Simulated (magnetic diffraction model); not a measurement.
# Ba2NdSbS6 below its ordering temperature

Space group Pn-3 (no. 201, origin choice 1), a = 10.0740 Å.

| site | atom | x | y | z |
| --- | --- | --- | --- | --- |
| 4c | Nd | 1/4 | 1/4 | 3/4 |
| 6d | Ba | 0 | 1/2 | 1/2 |
| 2a | Ba | 0 | 0 | 0 |
| 4b | Sb | 3/4 | 3/4 | 1/4 |
| 24h | S | 0.0144 | 0.7367 | 0.7663 |

This is a made-up structure (elements placed in a structure type, unrelaxed), so the numbers test the method and describe no known phase.

Only Nd is taken to order (form factors of Nd3+); orders and moment sizes are assumed, and not adapted to the symmetry. Radiation: neutrons of λ = 2.36 Å, 5° to 50°; isotropic B of 0.42 Å² (Nd), 0.45 Å² (Ba), 0.62 Å² (Sb) and 0.8 Å² (S). Simulated constant-wavelength pattern: nuclear and magnetic terms add, the magnetic one as |2.695 fm × Σ f S⊥ exp(2πi Q·r) exp(−B s²)|², summed over all Q at one angle with the factor 1/(sin²θ cos θ). For collinear order S is the moment m, which repeats by lattice and centring translations R with the sign exp(−2πi k·R). Free-ion form factors, Sears's scattering lengths of 1992, no absorption; a label names one of the reflections at its angle. The strongest nuclear line in the range is 100, and lines under 0.2 are left out.

Above the ordering temperature:

```csv
2θ (°),index,I
27.10,(2 0 0),23.0
38.70,(2 2 0),100.0
43.48,(3 1 0),2.1
45.72,(3 1 1),3.3
47.88,(2 2 2),23.8
```

Below it (cell unchanged):

```
2θ (°)      I
 19.07   11.4
 27.10   23.0
 30.37    7.2
 33.35    2.5
 38.70  100.0
 41.15    4.3
 43.48    6.4
 45.72    3.3
 47.88   23.8
 49.96    1.0
```

**Question.** Find the propagation vector, then choose among these models:
A. collinear moments along [110], 2 μB on Nd; signs + at (1/4, 1/4, 3/4), + at (1/4, 3/4, 1/4), − at (3/4, 1/4, 1/4), − at (3/4, 3/4, 3/4)
B. collinear moments along [010], 2 μB on Nd; signs + at (1/4, 1/4, 3/4), − at (1/4, 3/4, 1/4), + at (3/4, 1/4, 1/4), − at (3/4, 3/4, 3/4)
C. collinear moments along [010], 2 μB on Nd; signs + at (1/4, 1/4, 3/4), + at (1/4, 3/4, 1/4), − at (3/4, 1/4, 1/4), − at (3/4, 3/4, 3/4)
D. collinear moments along [110], 2 μB on Nd; signs + at (1/4, 1/4, 3/4), − at (1/4, 3/4, 1/4), + at (3/4, 1/4, 1/4), − at (3/4, 3/4, 3/4)

No line moves, and magnetic intensity falls on nuclear lines such as the one at 43.48°; new lines at (1 0 1), (2 1 0) and (1 2 1) have whole indices that obey the lattice centring, at places with no nuclear intensity to speak of, so the magnetic cell equals the chemical primitive cell: k = 0.

Magnetic intensity, observed (below minus above) and for each model:

| 2θ (°) | index | observed | A | B | C | D |
| --- | --- | --- | --- | --- | --- | --- |
| 13.45 | (0 1 0) | <0.2 | 5.8 | <0.2 | 11.5 | 5.8 |
| 19.07 | (1 0 1) | 11.4 | 8.6 | 11.4 | 5.7 | 8.6 |
| 30.37 | (2 1 0) | 7.2 | 6.3 | 7.2 | 5.4 | 6.3 |
| 33.35 | (1 2 1) | 2.5 | 4.3 | 2.5 | 6.2 | 4.3 |
| 41.15 | (2 1 2) | 4.3 | 4.1 | 4.3 | 3.9 | 4.1 |
| 43.48 | (3 1 0) | 4.3 | 3.2 | 4.3 | 2.2 | 3.2 |
| 49.96 | (2 3 0) | 1.0 | 1.9 | 1.0 | 2.8 | 1.9 |

Model B matches.

The structure used: k = (0 0 0), collinear moments along [010], 2 μB on Nd; signs + at (1/4, 1/4, 3/4), − at (1/4, 3/4, 1/4), + at (3/4, 1/4, 1/4), − at (3/4, 3/4, 3/4).

[Logs are printed without paths, hosts, clocks, repeated set-up lines and the standing remarks that a program may print on its own settings, such as how far it seeks lower states.]
